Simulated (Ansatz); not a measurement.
# linear In chain: one chain at several levels of theory, part 3 of 4

Wanted: the relaxed geometry and the open channels of the linear In chain, by several methods.

Ansatz 0.2.0; DFT PBE, plane waves, PAW; relaxation of a chain's period (the session's first sound run).

So far, conductance of the lead as this run defines it (G₀): step 3 (the perfect wire, level PBE, cutoff 420 eV) 3.00; step 5 (bands of the perfect wire, level r2SCAN, cutoff 500 eV) 3.00.

## 7. The perfect wire, level PBEsol, cutoff 420 eV

This step: DFT PBEsol, plane waves, PAW; channels and complex bands of a perfect chain (Ansatz 0.2.0).

The channels are counted again under PBEsol, at the period that it gave.

Input file input.yaml:

```yaml
crystal:
  lattice:
    - [7.5, 0.0, 0.0]
    - [0.0, 7.5, 0.0]
    - [0.0, 0.0, 2.8353379906]
  atoms:
    - { symbol: In, position: [0.5, 0.5, 0.0] }
kpoints:
  mp_grid: { grid: [1, 1, 29] }
  band_path: { path: ["Γ", Z], npoints: 60 }
scf:
  occupations: { method: fermi_dirac, width: 0.05 }
hamiltonian:
  xc: pbesol
output:
  transmission:
    e_range: [-2, 2]
    de: 0.035
    kmesh: [1, 1]
    reduced_basis: true
    leads: [[0, 0]]
  dos: { projected: true, e_range: [-6, 4] }
```

Started as:

```sh
> ansatz run input.yaml --threads 4 --pin off --max-ram 8192MiB --backend cpu --events-out ev --progress --plain --runs-dir out
```

Numbers of over 12 decimals in the logs are rounded to 6 here.

Output:

```text
[...]
Crystal: 1 atoms, lattice volume = 159.488 Å³
Basis set: ecut = 420 eV, 3145 PW (Γ)
Bands: 11, of which v1, the nominal top of the filled ones, is band 7 counted from 1 (6 counted from 0)
Symmetry: 16 space group operations
[...]
k-points: 15 of 29
[...]
k-point 14: bands = [... 3 lower, -15.9628, -15.5051, -3.0167, -2.2392, 2.5223, 2.5223, 5.2736, 5.2736]
--- Transmission ---
  basis      : 497 plane waves across, 4 finite elements along
  points     : 1, standing for a mesh of 1 x 1
[...]
crystal 0  : In1, at the sites [0, 0], period 2.8353 Å: whole cells are its period
[...]
filled         : 4.3 meV under the level at which it is neutral
    channels       : 3.000000e0 a spin
[...]
[key lines of the parts left out:]
SCF converged after 6 iterations
Free energy (F): -5523.930739 eV
Fermi energy:    -1.223965 eV
```

Elapsed: 14 s, on 4 threads of Arm Neoverse V2, shared host; peak memory 0.41 GiB; 29 s of CPU time.

At the computed energy nearest the Fermi level there are 3 channels a spin, and the thermal average gives 3.00 G₀.

## 8. Relaxing the period

This step: DFT LDA, plane waves, PAW; relaxation of a chain's period (Ansatz 0.2.0).

The relaxation is repeated under another functional. LDA has no gradient terms and tends to overbind, so it marks the short end of the likely bond lengths.

Input file input.yaml:

```yaml
crystal:
  lattice:
    - [7.5, 0.0, 0.0]
    - [0.0, 7.5, 0.0]
    - [0.0, 0.0, 2.6412]
  atoms:
    - { symbol: In, position: [0.5, 0.5, 0.0], spin: 0.5 }
magnetization:
  spin_polarized: true
kpoints:
  mp_grid: { grid: [1, 1, 31] }
scf:
  occupations: { method: fermi_dirac, width: 0.05 }
hamiltonian:
  xc: lda
relax:
  cell: { fix: [a, b, alpha, beta, gamma] }
  max_steps: 60
```

Output:

```text
[...]
Crystal: 1 atoms, lattice volume = 148.567 Å³
Basis set: ecut = 420 eV, 2929 PW (Γ)
Bands: 11, of which v1, the nominal top of the filled ones, is band 7 counted from 1 (6 counted from 0)
Symmetry: 16 space group operations
[...]
k-points: 16 of 31
[...]
Starting moments: Σ|m| = 0.5 μB on 1 of 1 site
[...]
0.193182       0.000000       0.000000
        0.000000       0.193182       0.000000
        0.000000       0.000000       0.045329
  P = ⅓ Tr σ = 0.1439 GPa (1.439 kbar)
--- Relaxed structure (3 steps of the walk, 3 accepted, 1 SCFs on fresh bases) ---
[...]
cell:  # Å, volume = 150.9453 Å³
    - [7.5, 0.0, 0.0]
    - [0.0, 7.5, 0.0]
    - [0.0, 0.0, 2.683472]
  atoms:
    - { symbol: In, position: [0.5, 0.5, 0.0] }
[key lines of the parts left out:]
SCF converged after 4 iterations
Magnetization: -0.0000 μB (6.5000 up, 6.5000 down)
Free energy (F): -5455.576375 eV
Fermi energy:    -1.482452 eV
```

The job ended after 8.4 s (4 threads; peak memory 0.36 GiB; 16 s of CPU time).

The steps of the relaxation:

| step | energy less that of the first step (eV) | largest force component (eV/Å) | pressure (GPa) | volume (Å³) |
| --- | --- | --- | --- | --- |
| 1 | 0.0000 | 0.0000 | 0.38 | 148.57 |
| 2 | -0.0051 | 0.0000 | 0.18 | 150.50 |
| 3 | -0.0053 | 0.0000 | 0.14 | 150.95 |
| 4* | -0.0054 | 0.0000 | 0.14 | 150.95 |

Relaxation steps marked * repeat the geometry before them on a plane-wave basis chosen anew for their cell, so energy and pressure can jump there.

| cell as run | before | after | change |
| --- | --- | --- | --- |
| c (Å) | 2.641 | 2.683 | +1.6 % |

The relaxed structure:

```xyz
1
Lattice="7.5000 0.0000 0.0000 0.0000 7.5000 0.0000 0.0000 0.0000 2.6835" Properties=species:S:1:pos:R:3
In    3.7500    3.7500    0.0000
```

The cell's length comes to 2.683 Å, -7.2 % against the first run, with no moment.

The cell grew by 1.6 % in its periodic edges.

## 9. The wire at its relaxed period, level LDA, cutoff 420 eV

This step: DFT LDA, plane waves, PAW; channels and complex bands of a perfect chain (Ansatz 0.2.0).

The channels are counted again under LDA, at the period that it gave.

Input file input.yaml:

```yaml
crystal:
  lattice:
    - [7.5, 0.0, 0.0]
    - [0.0, 7.5, 0.0]
    - [0.0, 0.0, 2.6834717773]
  atoms:
    - { symbol: In, position: [0.5, 0.5, 0.0] }
kpoints:
  mp_grid: { grid: [1, 1, 30] }
  band_path: { path: ["Γ", Z], npoints: 60 }
scf:
  occupations: { method: fermi_dirac, width: 0.05 }
hamiltonian:
  xc: lda
output:
  transmission:
    e_range: [-2, 2]
    de: 0.035
    kmesh: [1, 1]
    reduced_basis: true
    leads: [[0, 0]]
  dos: { projected: true, e_range: [-6, 4] }
```

Output:

```text
[...]
Crystal: 1 atoms, lattice volume = 150.945 Å³
Basis set: ecut = 420 eV, 3017 PW (Γ)
Bands: 11, of which v1, the nominal top of the filled ones, is band 7 counted from 1 (6 counted from 0)
Symmetry: 16 space group operations
[...]
k-points: 16 of 30
[...]
k-point 15: bands = [... 3 lower, -16.0867, -15.5165, -2.7348, -2.2763, 2.8704, 2.8704, 5.5523, 5.5523]
--- Transmission ---
  basis      : 497 plane waves across, 4 finite elements along
  points     : 1, standing for a mesh of 1 x 1
[...]
crystal 0  : In1, at the sites [0, 0], period 2.6835 Å: whole cells are its period
[...]
filled         : 16.5 meV under the level at which it is neutral
    channels       : 3.000000e0 a spin
[...]
[key lines of the parts left out:]
SCF converged after 7 iterations
Free energy (F): -5455.576430 eV
Fermi energy:    -1.472005 eV
```

Wall time 18 s (4 threads); peak memory 0.47 GiB.

The open channels of the lead, one spin by energy, zero at the Fermi level:

| energy (eV) | open channels of the lead, one spin |
| --- | --- |
| -2.000 | 1 |
| -1.790 | 1 |
| -1.615 | 1 |
| -1.405 | 1 |
| -1.195 | 0 |
| -0.985 | 0 |
| -0.810 | 0 |
| -0.600 | 1 |
| -0.390 | 1 |
| -0.215 | 3 |
| -0.005 | 3 |
| 0.205 | 3 |
| 0.415 | 3 |
| 0.590 | 3 |
| 0.800 | 3 |
| 1.010 | 3 |
| 1.185 | 3 |
| 1.395 | 3 |
| 1.605 | 3 |
| 1.815 | 3 |

At the computed energy nearest the Fermi level there are 3 channels a spin, and the thermal average gives 3.00 G₀.

## 10. The series together

Times are for 4 threads of Arm Neoverse V2, shared host. The runs compared:

| no. | level | conductance of the lead as this run defines it (G₀) | time | memory (GiB) |
| --- | --- | --- | --- | --- |
| 1 | PBE | 2.999 | 13 s | 0.41 |
| 2 | r2SCAN | 3.000 | 17 s | 0.71 |
| 3 | PBEsol | 2.999 | 14 s | 0.41 |
| 4 | LDA | 3.000 | 18 s | 0.47 |

## 11. Relaxation of atoms and period, cutoff 952.399 eV

This step: DFT PBE, plane waves, norm-conserving; relaxation of a chain's period (Ansatz 0.2.0).

The same functional on other atomic datasets tests how far the result hangs on the treatment of the cores. Against the first PBE run of this kind, the cutoff is 952.399 eV against 420.

Input file input.yaml:

```yaml
crystal:
  lattice:
    - [7.5, 0.0, 0.0]
    - [0.0, 7.5, 0.0]
    - [0.0, 0.0, 2.6412]
  atoms:
    - { symbol: In, position: [0.5, 0.5, 0.0], spin: 0.5 }
magnetization:
  spin_polarized: true
kpoints:
  mp_grid: { grid: [1, 1, 31] }
scf:
  occupations: { method: fermi_dirac, width: 0.05 }
hamiltonian:
  xc: pbe
  pseudopotentials: { kind: nc }
relax:
  cell: { fix: [a, b, alpha, beta, gamma] }
  max_steps: 60
```

Output:

```text
[...]
Crystal: 1 atoms, lattice volume = 148.567 Å³
Basis set: ecut = 952.398519 eV, 9921 PW (Γ), exchange–correlation on 160×160×54 points (8 copies of the dense FFT grid, shifted against one another)
Bands: 11, of which v1, the nominal top of the filled ones, is band 7 counted from 1 (6 counted from 0)
Symmetry: 16 space group operations
[...]
0.167674       0.000000       0.000000
        0.000000       0.167674       0.000000
        0.000000       0.000000       0.031086
  P = ⅓ Tr σ = 0.1221 GPa (1.221 kbar)
--- Relaxed structure (6 steps of the walk, 6 accepted, 2 SCFs on fresh bases) ---
[...]
cell:  # Å, volume = 162.4817 Å³
    - [7.5, 0.0, 0.0]
    - [0.0, 7.5, 0.0]
    - [0.0, 0.0, 2.888564]
  atoms:
    - { symbol: In, position: [0.5, 0.5, 0.0] }
[key lines of the parts left out:]
SCF converged after 5 iterations
Magnetization: -0.0004 μB (6.4998 up, 6.5002 down)
Free energy (F): -1806.417355 eV
Fermi energy:    -1.100671 eV
```

Wall time 52 s (4 threads); peak memory 0.66 GiB.

The cell's length comes to 2.889 Å, -0.1 % against the first run, with no moment.

## 12. Relaxing the period

This step: DFT PBE, plane waves, PAW; relaxation of a chain's period (Ansatz 0.2.0).

No moment formed, so a run without spin should agree; this checks it and saves time.

input.yaml, the sections that differ from step 11:

```yaml
crystal:
  lattice:
    - [7.5, 0.0, 0.0]
    - [0.0, 7.5, 0.0]
    - [0.0, 0.0, 2.6412]
  atoms:
    - { symbol: In, position: [0.5, 0.5, 0.0] }
hamiltonian:
  xc: pbe
# kpoints, scf, relax: as in step 11
# magnetization: removed
```

Output:

```text
[...]
Crystal: 1 atoms, lattice volume = 148.567 Å³
Basis set: ecut = 420 eV, 2929 PW (Γ), exchange–correlation on 108×108×36 points (8 copies of the dense FFT grid, shifted against one another)
Bands: 11, of which v1, the nominal top of the filled ones, is band 7 counted from 1 (6 counted from 0)
Symmetry: 16 space group operations
[...]
k-points: 16 of 31
[...]
--- Stress (GPa, compression-positive) ---
        0.166979       0.000000       0.000000
        0.000000       0.166979       0.000000
        0.000000       0.000000      -0.023530
  P = ⅓ Tr σ = 0.1035 GPa (1.035 kbar)
--- Relaxed structure (5 steps of the walk, 5 accepted, 1 SCFs on fresh bases) ---
[...]
cell:  # Å, volume = 162.6913 Å³
    - [7.5, 0.0, 0.0]
    - [0.0, 7.5, 0.0]
    - [0.0, 0.0, 2.892290]
  atoms:
    - { symbol: In, position: [0.5, 0.5, 0.0] }
[key lines of the parts left out:]
SCF converged after 6 iterations
Free energy (F): -5596.613859 eV
Fermi energy:    -1.149509 eV
```

The job ended after 7 s (4 threads; peak memory 0.37 GiB).

The cell's length comes to 2.892 Å, +0.0 % against the first run, with spin left out.

## 13. Comparing the runs

Times are for 4 threads of Arm Neoverse V2, shared host. The series side by side:

| no. | level | cell length along the wire (Å) | absolute moment (μB) | time | memory (GiB) |
| --- | --- | --- | --- | --- | --- |
| 1 | PBE | 2.892 | 0 | 17 s | 0.39 |
| 2 | r2SCAN | 2.729 | 0.001485 | 34 s | 0.71 |
| 3 | PBEsol | 2.835 | 0 | 21 s | 0.39 |
| 4 | LDA | 2.683 | 0 | 8.4 s | 0.36 |
| 5 | PBE, NC files | 2.889 | 0 | 52 s | 0.66 |
| 6 | PBE, no spin | 2.892 | 0 | 7 s | 0.37 |

## 14. Two-component spinors

This step: DFT PBE, plane waves, fully relativistic PAW; channels of a perfect chain with spin-orbit coupling (Ansatz 0.2.0).

Spin-orbit coupling mixes the spins and splits bands that cross or touch without it, so it can open or close channels. Fully relativistic datasets take the place of the scalar ones. The window is narrow, since spinor matrices are twice as large.

Input file input.yaml:

```yaml
crystal:
  lattice:
    - [7.5, 0.0, 0.0]
    - [0.0, 7.5, 0.0]
    - [0.0, 0.0, 2.8922721734]
  atoms:
    - { symbol: In, position: [0.5, 0.5, 0.0] }
kpoints:
  mp_grid: { grid: [1, 1, 28] }
  band_path: { path: ["Γ", Z], npoints: 60 }
scf:
  occupations: { method: fermi_dirac, width: 0.05 }
hamiltonian:
  xc: pbe
  pseudopotentials: { kind: paw_fr }
output:
  transmission:
    e_range: [-0.42, 0.42]
    de: 0.035
    kmesh: [1, 1]
    reduced_basis: false
    leads: [[0, 0]]
magnetization:
  noncollinear: true
  spin_orbit: true
```

Output:

```text
[...]
non-collinear run that drives no moment, with spin-orbit: no starting moment large enough to seed its density (crystal.atoms[].spin), no starting occupations that ask for one, no magnetisation constraint and no magnetic field, so the semilocal B_xc is pinned to zero
Crystal: 1 atoms, lattice volume = 162.690 Å³
Basis set: ecut = 420 eV, 3185 PW (Γ)
Bands: 22, of which v1, the nominal top of the filled ones, is band 13 counted from 1 (12 counted from 0)
Symmetry: 16 space group operations + 16 with time reversal
[...]
k-points: 15 of 28
Projection manifold: j_resolved (fully-relativistic pseudo-atomic orbitals)
[...]
SCF iter   1: F=—  HF=-5598.595016 eV  |F-HF|=—  |Δ(HF+E_count)|=         —  Δρ=7.53e-3  dr2=1.98e-1  dr2_m=0.00e0 (ungated)  ethr=1.49e-3  |M|=0.00e0 ∫|m|=0.00e0 μB  |m|>n=0.0e0 m-floor=0.0e0 τ_xc=0.0e0  β_m=1.00  ⟨swp⟩=1.3  Hψ=1462  notcnv=0
[...]
spin=Noncollinear: LDOS preconditioning applied to the charge; magnetization (m_x, m_y, m_z) channels mix plain (no charge-response kernel on spin).
SCF iter   2: F=—  HF=-5598.508266 eV  |F-HF|=—  |Δ(HF+E_count)|=   8.67e-2  Δρ=3.52e-3  dr2=1.52e-2  dr2_m=0.00e0 (ungated)  ethr=1.49e-3  |M|=0.00e0 ∫|m|=0.00e0 μB  |m|>n=0.0e0 m-floor=0.0e0 τ_xc=0.0e0  β_m=1.00  ⟨swp⟩=2.6  Hψ=270  notcnv=0
[...]
SCF iter   8: F=-5598.534690 eV  HF=-5598.534690 eV  |F-HF|=6.85e-9  |Δ(HF+E_count)|=   1.68e-7  Δρ=1.52e-6  dr2=2.75e-9  dr2_m=0.00e0 (ungated)  ethr=7.69e-10  |M|=0.00e0 ∫|m|=0.00e0 μB  |m|>n=0.0e0 m-floor=0.0e0 τ_xc=0.0e0  ⟨swp⟩=4.6  Hψ=585  notcnv=0
SCF 1 converged in 8 iterations: F = -5598.534690 eV  dr2 = 2.75e-9
[...]
transmission: 4 of 4 steps passed
SCF converged after 8 iterations
Magnetization: |M| = 0.0000 μB,  M = (+0.0000, +0.0000, +0.0000) μB
Absolute magnetization: 0.0000 μB (∫|m|)
  site 0: m = (+0.0000, +0.0000, +0.0000) μB, |m| = 0.0000 μB  (R = 1.19 Å)
Free energy (F): -5598.534690 eV
[...]
Internal energy: -5598.511885 eV  (E = F + TS)
E sigma→0 (E₀):  -5598.523287 eV
Entropy (-TS):   -0.022805 eV (-22.805 meV/atom)
Fermi energy:    -1.131912 eV
[...]
--- Band table (eV; the first three rows and the last of 15) ---
  k-point 0: bands = [... 9 lower, -15.4891, -7.5742, -7.5742, -1.4395, -1.4395, -1.2299, -1.2299, 1.2297, ... 5 higher]
  k-point 1: bands = [... 9 lower, -15.4934, -7.5519, -7.5519, -1.4130, -1.4130, -1.2033, -1.2033, 1.2520, ... 5 higher]
  k-point 2: bands = [... 9 lower, -15.5059, -7.4847, -7.4847, -1.3338, -1.3338, -1.1236, -1.1236, 1.3192, ... 5 higher]
  k-point 14: bands = [... 9 lower, -15.3980, -2.9225, -2.9225, -2.4684, -2.4684, 2.2712, 2.2712, 2.5664, ... 5 higher]
--- Transmission ---
  basis      : 497 plane waves across, 4 finite elements along
  points     : 1, standing for a mesh of 1 x 1
[...]
crystal 0  : In1, at the sites [0, 0], period 2.8923 Å: whole cells are its period
[...]
filled         : 13.1 meV over the level at which it is neutral
    channels       : 6.000000e0 of both spins
[...]
```

Wall time 6.4 min (4 threads); peak memory 4.9 GiB; 17 min of CPU time.

Numbers from this step:

* energy at zero smearing: -5598.5233 eV
* conductance of the lead as this run defines it: 2.978 G₀
* channels at the energy nearest the Fermi level, both spins: 6

Table of open channels of the lead, both spins by energy, zero at the Fermi level:

| energy (eV) | open channels of the lead, both spins |
| --- | --- |
| -0.420 | 2 |
| -0.385 | 2 |
| -0.350 | 2 |
| -0.315 | 2 |
| -0.280 | 4 |
| -0.245 | 4 |
| -0.210 | 4 |
| -0.175 | 4 |
| -0.140 | 4 |
| -0.105 | 4 |
| -0.070 | 6 |
| -0.035 | 6 |
| 0.000 | 6 |
| 0.035 | 6 |
| 0.070 | 6 |
| 0.105 | 6 |
| 0.140 | 6 |
| 0.175 | 6 |
| 0.210 | 6 |
| 0.245 | 6 |
| 0.280 | 6 |
| 0.315 | 6 |
| 0.350 | 6 |
| 0.385 | 6 |
| 0.420 | 6 |

[end of part 3 of 4]

[Logs are printed without paths, hosts, clocks, repeated set-up lines and the standing remarks that a program may print on its own settings, such as how far it seeks lower states.]

[Hosts, paths, dates, database ids (printed as entryN), source tags and the programs' standing remarks are cut or masked in the printed files.]
